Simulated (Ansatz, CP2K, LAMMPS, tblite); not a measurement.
# Running amorphous poly(vinyl fluoride) (as short chains C22F10H36) at 300 K (136 atoms) with CP2K, part 2 of 3

Wanted: CP2K inputs and outputs for amorphous poly(vinyl fluoride) (as short chains C22F10H36) at 300 K (136 atoms), checked against a plane-wave reference.

Program: CP2K 2026.2; the method stands at each step. Banners, paths, timers and routine set-up lines are dropped from the logs unmarked, and long logs keep their key lines alone; longer cuts are marked.

So far. Step 2 (PBE, DZVP-MOLOPT-SR, 600/50 Ry, diagonalisation): Forces lie 15 % from the reference's, at 6.9 times its CPU time. Step 3 (GFN1-xTB, diagonalisation): Against the first run (15 %), the force difference from the reference is 40 %, at 0.017 times the CPU time (on 1 against 4 cores) (45 SCF steps against 17); the model has changed, so this is no error of the program alone.

**4. PBE+rVV10L, DZVP-MOLOPT-SR, 600/50 Ry, diagonalisation**

Method: Kohn-Sham DFT, PBE+rVV10 (b = 10, rVV10L), GTH-PBE pseudopotentials, Gaussian and plane waves, DZVP-MOLOPT-SR-GTH, diagonalisation.

input.inp reads:

```
&GLOBAL
  PROJECT cell
  RUN_TYPE ENERGY_FORCE
  PRINT_LEVEL LOW
&END GLOBAL
&FORCE_EVAL
  METHOD QS
  STRESS_TENSOR ANALYTICAL
  &DFT
    BASIS_SET_FILE_NAME BASIS_MOLOPT
    POTENTIAL_FILE_NAME GTH_POTENTIALS
    &MGRID
      CUTOFF 600
      REL_CUTOFF 50
      NGRIDS 5
    &END MGRID
    &QS
      EPS_DEFAULT 1.0E-12
    &END QS
    &SCF
      SCF_GUESS ATOMIC
      EPS_SCF 1.0E-06
      MAX_SCF 200
      ADDED_MOS 17
      &DIAGONALIZATION
        ALGORITHM STANDARD
      &END DIAGONALIZATION
      &SMEAR ON
        METHOD FERMI_DIRAC
        ELECTRONIC_TEMPERATURE [K] 580
      &END SMEAR
      &MIXING
        METHOD BROYDEN_MIXING
        ALPHA 0.3
        NBROYDEN 8
      &END MIXING
      &PRINT
        &RESTART OFF
        &END RESTART
      &END PRINT
    &END SCF
    &XC
      &XC_FUNCTIONAL PBE
      &END XC_FUNCTIONAL
      &VDW_POTENTIAL
        POTENTIAL_TYPE NON_LOCAL
        &NON_LOCAL
          TYPE RVV10
          KERNEL_FILE_NAME rVV10_kernel_table.dat
          PARAMETERS 10.0 0.0093
        &END NON_LOCAL
      &END VDW_POTENTIAL
    &END XC
    &PRINT
      &MULLIKEN ON
      &END MULLIKEN
      &HIRSHFELD ON
        SHAPE_FUNCTION DENSITY
      &END HIRSHFELD
      &MO ON
        EIGENVALUES T
        OCCUPATION_NUMBERS T
        MO_INDEX_RANGE 183 206
        &EACH
          QS_SCF 0
        &END EACH
        ADD_LAST NUMERIC
      &END MO
    &END PRINT
  &END DFT
  &SUBSYS
    &CELL
      A 10.78108 0.00000 0.00000
      B 0.00000 10.78108 0.00000
      C 0.00000 0.00000 10.78108
    &END CELL
    &COORD
[... 136 atom lines left out: the same atoms as in the first run ...]
    &END COORD
    &KIND C
      BASIS_SET DZVP-MOLOPT-SR-GTH-q4
      POTENTIAL GTH-PBE-q4
    &END KIND
    &KIND F
      BASIS_SET DZVP-MOLOPT-SR-GTH-q7
      POTENTIAL GTH-PBE-q7
    &END KIND
    &KIND H
      BASIS_SET DZVP-MOLOPT-SR-GTH-q1
      POTENTIAL GTH-PBE-q1
    &END KIND
  &END SUBSYS
  &PRINT
    &FORCES ON
    &END FORCES
    &STRESS_TENSOR ON
    &END STRESS_TENSOR
  &END PRINT
&END FORCE_EVAL
```

The run is started by

```sh
$ OMP_NUM_THREADS=2 cp2k.psmp -i input.inp > output.txt
```

Numbers of over 12 decimals in the logs are rounded to 6 here.

The program printed:

```text
CP2K| version string:                                       CP2K version 2026.2
 CP2K| Input file name                                                 input.inp
 GLOBAL| Basis set file name                                        BASIS_MOLOPT
 GLOBAL| Potential file name                                      GTH_POTENTIALS
 GLOBAL| Run type                                                   ENERGY_FORCE
 GLOBAL| Total number of message passing processes                             1
 GLOBAL| Number of threads for this process                                    2
 TOTAL NUMBERS AND MAXIMUM NUMBERS
  Total number of            - Atomic kinds:                                   3
                             - Atoms:                                        136
[... lines left out ...]
                        Smear method:                                FERMI_DIRAC
[... lines left out ...]
 Number of electrons:                                                        388
[... lines left out ...]
  Step     Update method      Time    Convergence         Total energy    Change
[... lines left out ...]
  *** SCF run converged in    17 steps ***
[... lines left out ...]
  Fermi energy:                                                 0.150820
  Total energy:                                              -777.272574
  Total energy (extrapolated to T->0):                       -777.272574
[... lines left out ...]
 MO| E(Fermi):            0.150820 a.u.          4.104020 eV
[... lines left out ...]
 !-----------------------------------------------------------------------------!
 !-----------------------------------------------------------------------------!
                           Hirshfeld Charges
  #Atom  Element  Kind  Ref Charge     Population                    Net charge
      1       C      1       4.000          4.132                        -0.132
      2       C      1       4.000          4.087                        -0.087
      3       C      1       4.000          3.950                         0.050
[...]
135       H      3       1.000          0.983                         0.017
    136       H      3       1.000          0.958                         0.042
  Total Charge                                                           -0.000
 !-----------------------------------------------------------------------------!
 ENERGY| Total FORCE_EVAL ( QS ) energy [hartree]           -777.272593
 FORCES| Atomic forces [hartree/bohr]
 FORCES|   Atom     x               y               z               |f|
 FORCES|      1 -4.01626615E-02 -1.90596964E-02  1.11471653E-02   4.58319834E-02
 FORCES|      2  3.01912690E-02  2.47632065E-02 -1.40695602E-02   4.15052003E-02
 FORCES|      3 -3.01051143E-02  3.31628092E-02  4.25220175E-02   6.17593053E-02
[...]
FORCES|    135 -3.60623947E-02  4.15075751E-02  5.71209289E-02   7.92854061E-02
 FORCES|    136 -7.75724840E-03  9.60139016E-03 -3.26423378E-03   1.27678040E-02
 FORCES| Sum     6.57683971E-03  1.71307556E-02 -2.43394673E-02
 FORCES| Total atomic force                                       3.04815892E-02
 STRESS| Analytical stress tensor [bar]
 STRESS|                        x                   y                   z
 STRESS|      x        6.91975733012E+04  -2.35172274059E+03   7.63469503308E+03
 STRESS|      y       -2.35172274059E+03   5.37258340838E+04   8.00943957899E+03
 STRESS|      z        7.63469503308E+03   8.00943957899E+03   5.73158071955E+04
 STRESS| 1/3 Trace                                             6.00797381935E+04
```

It took 5.8 min on 2 threads of Arm Neoverse V2, shared host; peak memory 5.8 GiB.

Numbers from this run, and their distance from the reference:

* r.m.s. force component: 1.079 eV/Å
* r.m.s. difference of force components: 153 meV/Å
* longest difference of force vectors: 823.6 meV/Å
* force difference over r.m.s. force: 15.45 %
* slope of forces against the reference's: 1.081
* correlation of force components: 0.9927
* gap (highest filled to lowest empty level): 7.236 eV
* gap difference: 1.068 eV
* pressure: 6.008 GPa
* pressure difference: 0.2088 GPa

Against the first run (15 %), the force difference from the reference is 15 %, at 1.7 times the CPU time (on 2 against 4 cores); the model has changed, so this is no error of the program alone.

The forces add up to 1.6 eV/Å instead of zero, usually a sign of too coarse a grid.

**5. PBE, SZV-MOLOPT-SR, 600/50 Ry, diagonalisation**

Method: Kohn-Sham DFT, PBE, GTH-PBE pseudopotentials, Gaussian and plane waves, SZV-MOLOPT-SR-GTH, diagonalisation.

input.inp, as its differences from that of step 4:

```diff
@@ -44,10 +44,2 @@
       &END XC_FUNCTIONAL
-      &VDW_POTENTIAL
-        POTENTIAL_TYPE NON_LOCAL
-        &NON_LOCAL
-          TYPE RVV10
-          KERNEL_FILE_NAME rVV10_kernel_table.dat
-          PARAMETERS 10.0 0.0093
-        &END NON_LOCAL
-      &END VDW_POTENTIAL
     &END XC
@@ -80,3 +72,3 @@
     &KIND C
-      BASIS_SET DZVP-MOLOPT-SR-GTH-q4
+      BASIS_SET SZV-MOLOPT-SR-GTH-q4
       POTENTIAL GTH-PBE-q4
@@ -84,3 +76,3 @@
     &KIND F
-      BASIS_SET DZVP-MOLOPT-SR-GTH-q7
+      BASIS_SET SZV-MOLOPT-SR-GTH-q7
       POTENTIAL GTH-PBE-q7
@@ -88,3 +80,3 @@
     &KIND H
-      BASIS_SET DZVP-MOLOPT-SR-GTH-q1
+      BASIS_SET SZV-MOLOPT-SR-GTH-q1
       POTENTIAL GTH-PBE-q1
```

The program printed:

```text
CP2K| version string:                                       CP2K version 2026.2
 CP2K| Input file name                                                 input.inp
 GLOBAL| Basis set file name                                        BASIS_MOLOPT
 GLOBAL| Potential file name                                      GTH_POTENTIALS
[... lines left out ...]
 Number of electrons:                                                        388
[... lines left out ...]
  Step     Update method      Time    Convergence         Total energy    Change
[... lines left out ...]
  *** SCF run converged in    20 steps ***
[... lines left out ...]
  Fermi energy:                                                 0.252943
  Total energy:                                              -775.973646
  Total energy (extrapolated to T->0):                       -775.973646
[... lines left out ...]
 MO| E(Fermi):            0.252943 a.u.          6.882942 eV
[... lines left out ...]
 ENERGY| Total FORCE_EVAL ( QS ) energy [hartree]           -775.973631
[... lines left out ...]
 FORCES|      1 -6.61744840E-02 -1.80259268E-02  1.74130148E-03   6.86077875E-02
 FORCES|      2  3.88146142E-02  2.96545336E-02  6.16401515E-03   4.92337356E-02
 FORCES|      3 -6.32774850E-03  1.07946634E-01  6.31674875E-02   1.25230378E-01
[...]
FORCES|    135 -4.02158493E-02  4.66816134E-02  6.00196228E-02   8.60165257E-02
 FORCES|    136 -4.36219020E-03  1.63238739E-02  1.11555758E-03   1.69334589E-02
 FORCES| Sum     8.31824372E-03  1.41789590E-02 -2.75614811E-02
 FORCES| Total atomic force                                       3.20916078E-02
 STRESS| Analytical stress tensor [bar]
 STRESS|                        x                   y                   z
 STRESS|      x        1.52285191293E+05   7.83475638141E+03   2.30742340043E+04
 STRESS|      y        7.83475638141E+03   1.21501299050E+05   8.97862453942E+03
 STRESS|      z        2.30742340043E+04   8.97862453942E+03   1.36609610212E+05
 STRESS| 1/3 Trace                                             1.36798700185E+05
```

Run time: 1.8 min. Hardware: 2 threads; peak memory 2.9 GiB.

Compared with the plane-wave run:

* r.m.s. force component: 2.27 eV/Å
* r.m.s. difference of force components: 1578 meV/Å
* longest difference of force vectors: 6164 meV/Å
* force difference over r.m.s. force: 159.3 %
* slope of forces against the reference's: 1.856
* correlation of force components: 0.81
* gap (highest filled to lowest empty level): 9.041 eV
* gap difference: 2.873 eV
* pressure: 13.68 GPa
* pressure difference: 7.881 GPa

This is a coarse setting, run to see what it loses.

Against the first run (15 %), the force difference from the reference is 159 %, at 0.54 times the CPU time (on 2 against 4 cores), with 328 basis functions against 1192: the smaller basis costs accuracy.

The forces add up to 1.7 eV/Å instead of zero, usually a sign of too coarse a grid.

**6. PBE, DZVP-MOLOPT-SR, 600/50 Ry, OT DIIS**

Method: Kohn-Sham DFT, PBE, GTH-PBE pseudopotentials, Gaussian and plane waves, DZVP-MOLOPT-SR-GTH, orbital transformation.

input.inp reads:

```
&GLOBAL
  PROJECT cell
  RUN_TYPE ENERGY_FORCE
  PRINT_LEVEL LOW
&END GLOBAL
&FORCE_EVAL
  METHOD QS
  STRESS_TENSOR ANALYTICAL
  &DFT
    BASIS_SET_FILE_NAME BASIS_MOLOPT
    POTENTIAL_FILE_NAME GTH_POTENTIALS
    &MGRID
      CUTOFF 600
      REL_CUTOFF 50
      NGRIDS 5
    &END MGRID
    &QS
      EPS_DEFAULT 1.0E-12
    &END QS
    &SCF
      SCF_GUESS ATOMIC
      EPS_SCF 1.0E-06
      MAX_SCF 30
      &OT
        MINIMIZER DIIS
        PRECONDITIONER FULL_ALL
        ENERGY_GAP 0.001
      &END OT
      &OUTER_SCF
        EPS_SCF 1.0E-06
        MAX_SCF 8
      &END OUTER_SCF
      &PRINT
        &RESTART OFF
        &END RESTART
      &END PRINT
    &END SCF
    &XC
      &XC_FUNCTIONAL PBE
      &END XC_FUNCTIONAL
    &END XC
    &PRINT
      &MULLIKEN ON
      &END MULLIKEN
      &HIRSHFELD ON
        SHAPE_FUNCTION DENSITY
      &END HIRSHFELD
      &MO_CUBES
        NHOMO 1
        NLUMO 4
        WRITE_CUBE F
      &END MO_CUBES
    &END PRINT
  &END DFT
  &SUBSYS
    &CELL
      A 10.78108 0.00000 0.00000
      B 0.00000 10.78108 0.00000
      C 0.00000 0.00000 10.78108
    &END CELL
    &COORD
[... 136 atom lines left out: the same atoms as in the first run ...]
    &END COORD
    &KIND C
      BASIS_SET DZVP-MOLOPT-SR-GTH-q4
      POTENTIAL GTH-PBE-q4
    &END KIND
    &KIND F
      BASIS_SET DZVP-MOLOPT-SR-GTH-q7
      POTENTIAL GTH-PBE-q7
    &END KIND
    &KIND H
      BASIS_SET DZVP-MOLOPT-SR-GTH-q1
      POTENTIAL GTH-PBE-q1
    &END KIND
  &END SUBSYS
  &PRINT
    &FORCES ON
    &END FORCES
    &STRESS_TENSOR ON
    &END STRESS_TENSOR
  &END PRINT
&END FORCE_EVAL
```

The run is started by

```sh
$ OMP_NUM_THREADS=1 mpirun -np 4 cp2k.psmp -i input.inp > output.txt
```

The program printed:

```text
CP2K| version string:                                       CP2K version 2026.2
 CP2K| Input file name                                                 input.inp
 GLOBAL| Basis set file name                                        BASIS_MOLOPT
 GLOBAL| Potential file name                                      GTH_POTENTIALS
[... lines left out ...]
  Total energy:                                              -777.853588
[... lines left out ...]
  Step     Update method      Time    Convergence         Total energy    Change
[... lines left out ...]
  *** SCF run converged in     4 steps ***
[... lines left out ...]
  Total energy:                                              -777.853743
[... lines left out ...]
  outer SCF loop converged in   2 iterations or   34 steps
[... lines left out ...]
 Fermi Energy [eV] :   -1.520635
[... lines left out ...]
 OT| Eigensolver reached convergence in 217 iterations
[... lines left out ...]
 ENERGY| Total FORCE_EVAL ( QS ) energy [hartree]           -777.853743
[... lines left out ...]
 FORCES|      1 -4.05623106E-02 -1.90884692E-02  1.10075217E-02   4.61609817E-02
 FORCES|      2  2.98289366E-02  2.48579796E-02 -1.35780399E-02   4.11345084E-02
 FORCES|      3 -3.01041537E-02  3.32741105E-02  4.22692623E-02   6.16450893E-02
[...]
FORCES|    135 -3.57018585E-02  4.09204272E-02  5.62867255E-02   7.82131672E-02
 FORCES|    136 -7.03955173E-03  1.01189895E-02 -2.69708978E-03   1.26183806E-02
 FORCES| Sum     6.64055719E-03  1.74144856E-02 -2.47684201E-02
 FORCES| Total atomic force                                       3.09973538E-02
 STRESS| Analytical stress tensor [bar]
 STRESS|                        x                   y                   z
 STRESS|      x        7.35826420957E+04  -2.70871106863E+03   7.61794312438E+03
 STRESS|      y       -2.70871106863E+03   5.82927813753E+04   8.17183763634E+03
 STRESS|      z        7.61794312438E+03   8.17183763634E+03   6.16572609560E+04
 STRESS| 1/3 Trace                                             6.45108948090E+04
```

It took 2.6 min on 4 MPI ranks; peak memory 2.7 GiB.

Against the reference:

- r.m.s. force component: 1.072 eV/Å
- r.m.s. difference of force components: 149.7 meV/Å
- longest difference of force vectors: 800.9 meV/Å
- force difference over r.m.s. force: 15.12 %
- slope of forces against the reference's: 1.075
- correlation of force components: 0.9926
- gap (highest filled to lowest empty level): 7.323 eV
- gap difference: 1.155 eV
- pressure: 6.451 GPa
- pressure difference: 0.6519 GPa
- energy less the same-level run's: 0.0003 meV/atom
- r.m.s. force difference from the same-level run: 0.14 meV/Å

Against the first run (15 %), the force difference from the reference is 15 %, at 1.7 times the CPU time (34 SCF steps against 17): another solver or mixer reaches the same state.

The forces add up to 1.6 eV/Å instead of zero, usually a sign of too coarse a grid.

**7. PBE, DZVP-MOLOPT-SR, 420/50 Ry, diagonalisation**

Method: Kohn-Sham DFT, PBE, GTH-PBE pseudopotentials, Gaussian and plane waves, DZVP-MOLOPT-SR-GTH, diagonalisation.

input.inp, as its differences from that of step 6:

```diff
@@ -12,5 +12,4 @@
     &MGRID
-      CUTOFF 600
+      CUTOFF 420
       REL_CUTOFF 50
-      NGRIDS 5
     &END MGRID
@@ -22,12 +21,16 @@
       EPS_SCF 1.0E-06
-      MAX_SCF 30
-      &OT
-        MINIMIZER DIIS
-        PRECONDITIONER FULL_ALL
-        ENERGY_GAP 0.001
-      &END OT
-      &OUTER_SCF
-        EPS_SCF 1.0E-06
-        MAX_SCF 8
-      &END OUTER_SCF
+      MAX_SCF 200
+      ADDED_MOS 17
+      &DIAGONALIZATION
+        ALGORITHM STANDARD
+      &END DIAGONALIZATION
+      &SMEAR ON
+        METHOD FERMI_DIRAC
+        ELECTRONIC_TEMPERATURE [K] 580
+      &END SMEAR
+      &MIXING
+        METHOD BROYDEN_MIXING
+        ALPHA 0.3
+        NBROYDEN 8
+      &END MIXING
       &PRINT
@@ -47,7 +50,11 @@
       &END HIRSHFELD
-      &MO_CUBES
-        NHOMO 1
-        NLUMO 4
-        WRITE_CUBE F
-      &END MO_CUBES
+      &MO ON
+        EIGENVALUES T
+        OCCUPATION_NUMBERS T
+        MO_INDEX_RANGE 183 206
+        &EACH
+          QS_SCF 0
+        &END EACH
+        ADD_LAST NUMERIC
+      &END MO
     &END PRINT
```

The run is started by

```sh
$ OMP_NUM_THREADS=2 cp2k.psmp -i input.inp > output.txt
```

The program printed:

```text
CP2K| version string:                                       CP2K version 2026.2
 CP2K| Input file name                                                 input.inp
 GLOBAL| Basis set file name                                        BASIS_MOLOPT
 GLOBAL| Potential file name                                      GTH_POTENTIALS
 GLOBAL| Run type                                                   ENERGY_FORCE
 GLOBAL| Total number of message passing processes                             1
 GLOBAL| Number of threads for this process                                    2
 TOTAL NUMBERS AND MAXIMUM NUMBERS
  Total number of            - Atomic kinds:                                   3
                             - Atoms:                                        136
[... lines left out ...]
                        Smear method:                                FERMI_DIRAC
[... lines left out ...]
 Number of electrons:                                                        388
[... lines left out ...]
  Step     Update method      Time    Convergence         Total energy    Change
[... lines left out ...]
  *** SCF run converged in    17 steps ***
[... lines left out ...]
  Fermi energy:                                                 0.153404
  Total energy:                                              -777.861357
  Total energy (extrapolated to T->0):                       -777.861357
[... lines left out ...]
 MO| E(Fermi):            0.153404 a.u.          4.174346 eV
[... lines left out ...]
 !-----------------------------------------------------------------------------!
 !-----------------------------------------------------------------------------!
                           Hirshfeld Charges
  #Atom  Element  Kind  Ref Charge     Population                    Net charge
      1       C      1       4.000          4.133                        -0.133
      2       C      1       4.000          4.087                        -0.087
      3       C      1       4.000          3.950                         0.050
[...]
135       H      3       1.000          0.983                         0.017
    136       H      3       1.000          0.957                         0.043
  Total Charge                                                           -0.000
 !-----------------------------------------------------------------------------!
 ENERGY| Total FORCE_EVAL ( QS ) energy [hartree]           -777.861377
 FORCES| Atomic forces [hartree/bohr]
 FORCES|   Atom     x               y               z               |f|
 FORCES|      1 -4.05768399E-02 -1.90670622E-02  1.09958958E-02   4.61621330E-02
 FORCES|      2  2.98519249E-02  2.48520502E-02 -1.35948211E-02   4.11531406E-02
 FORCES|      3 -3.01349555E-02  3.33234136E-02  4.22509477E-02   6.16742087E-02
[...]
FORCES|    135 -3.56969716E-02  4.09150269E-02  5.63257824E-02   7.82362254E-02
 FORCES|    136 -7.05232949E-03  1.01047852E-02 -2.72565241E-03   1.26202701E-02
 FORCES| Sum    -4.24093102E-02 -1.96336473E-02 -9.94788343E-03
 FORCES| Total atomic force                                       4.77806455E-02
 STRESS| Analytical stress tensor [bar]
 STRESS|                        x                   y                   z
 STRESS|      x        7.41819465241E+04  -2.74258252026E+03   7.57995467000E+03
 STRESS|      y       -2.74258252026E+03   5.89854202372E+04   8.19886813463E+03
 STRESS|      z        7.57995467000E+03   8.19886813463E+03   6.22585198939E+04
 STRESS| 1/3 Trace                                             6.51419622184E+04
```

Run time: 2.6 min. Hardware: 2 threads; peak memory 1.9 GiB.

Compared with the plane-wave run:

- r.m.s. force component: 1.072 eV/Å
- r.m.s. difference of force components: 165.3 meV/Å
- longest difference of force vectors: 891.4 meV/Å
- force difference over r.m.s. force: 16.69 %
- slope of forces against the reference's: 1.072
- correlation of force components: 0.9903
- gap (highest filled to lowest empty level): 7.316 eV
- gap difference: 1.148 eV
- pressure: 6.514 GPa
- pressure difference: 0.715 GPa
- energy less the same-level run's: -1.527 meV/atom
- r.m.s. force difference from the same-level run: 108.3 meV/Å

Against the first run (15 %), the force difference from the reference is 17 %, at 0.82 times the CPU time (on 2 against 4 cores): the grid matters here.

The forces add up to 2.5 eV/Å instead of zero, usually a sign of too coarse a grid.

(Part 2 of 3 ends here.)

[Also dropped from logs without a mark: logging warnings of Python, and SIESTA's first energy breakdown and zero terms.]

[Logs are printed without paths, hosts, clocks, repeated set-up lines and the standing remarks that a program may print on its own settings, such as how far it seeks lower states.]

[Hosts, paths, dates, database ids (printed as entryN), source tags and the programs' standing remarks are cut or masked in the printed files.]
